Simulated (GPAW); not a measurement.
The F K edge of atom 1 in LiHF2 (R-3m), with 1 H at 1.14 Å and 3 Li at 1.99 Å (distorted tetrahedral, site symmetry 3m), was computed in 2 ways: full core hole (charged cell) and no core hole. Program and functional: GPAW, LDA, Gaussian full width 0.9 eV up to 4 eV, rising linearly to 3.5 eV at 25 eV; cells of 4 and 16 atoms (the run without a hole in the smaller).

Each run is counted from its own lowest empty level or Fermi level and scaled to a mean of 1 over its first 20 eV.

```tsv
E (eV)	run 1	run 2
-2.0	0.00	0.00
-1.4	0.00	0.00
-0.8	0.00	0.00
-0.2	0.01	0.03
0.4	0.07	0.18
1.0	0.20	0.54
1.6	0.32	0.50
2.2	0.46	0.51
2.8	0.53	1.16
3.4	0.63	1.28
4.0	0.66	1.89
4.6	0.79	3.07
5.2	1.23	2.83
5.8	1.74	2.26
6.4	1.45	2.57
7.0	1.30	2.81
7.6	1.95	2.28
8.2	2.44	1.57
8.8	2.32	1.05
9.4	2.40	0.81
10.0	2.87	0.83
10.6	2.85	0.84
11.2	2.19	0.71
11.8	1.34	0.52
12.4	0.67	0.35
13.0	0.34	0.24
13.6	0.28	0.23
14.2	0.35	0.31
14.8	0.45	0.42
15.4	0.52	0.50
16.0	0.53	0.51
16.6	0.47	0.47
17.2	0.40	0.41
17.8	0.33	0.36
18.4	0.31	0.34
19.0	0.33	0.36
19.6	0.38	0.41
20.2	0.42	0.47
20.8	0.45	0.53
21.4	0.48	0.59
22.0	0.50	0.64
22.6	0.53	0.71
23.2	0.57	0.79
23.8	0.61	0.86
24.4	0.66	0.92
25.0	0.69	0.96
25.6	0.72	0.97
26.2	0.75	0.97
26.8	0.77	0.96
27.4	0.80	0.95
28.0	0.82	0.94
28.6	0.81	0.91
29.2	0.79	0.88
29.8	0.74	0.85
30.4	0.70	0.82
31.0	0.67	0.81
31.6	0.67	0.82
```

Which run is which?

Run 1: no core hole (area from −2 to 6 eV 3.8, main maxima 5.9 eV (1.75), 8.3 eV (2.45), 10.3 eV (2.96) and 15.7 eV (0.53)). Run 2: full core hole (charged cell) (area from −2 to 6 eV 8.3, main maxima 1.3 eV (0.61), 4.8 eV (3.23), 6.9 eV (2.82) and 15.8 eV (0.51)). With each curve scaled to its own mean, the area from −2 to 6 eV with the hole is 8.3 against 3.8, and the centre of weight from −1 to 20 eV moves by -1.7 eV, while the pattern of peaks shifts by -3.2 eV: the hole pulls the absorber's empty states down.

[Banner, clock and machine lines of the logs are left out without a mark of their own.]

[Logs are printed without paths, hosts, clocks, repeated set-up lines and the standing remarks that a program may print on its own settings, such as how far it seeks lower states.]

[Hosts, paths, dates, database ids (printed as entryN), source tags and the programs' standing remarks are cut or masked in the printed files.]

[Lists of maxima count a maximum above −3 eV only where it reaches 4 % of the highest in the window and stands out from its surroundings by 2 % of it (1.5 % where it reaches 55 %); shoulders and weaker maxima are passed over, and of the rest the first, up to two pre-edge ones and the few strongest are named.]
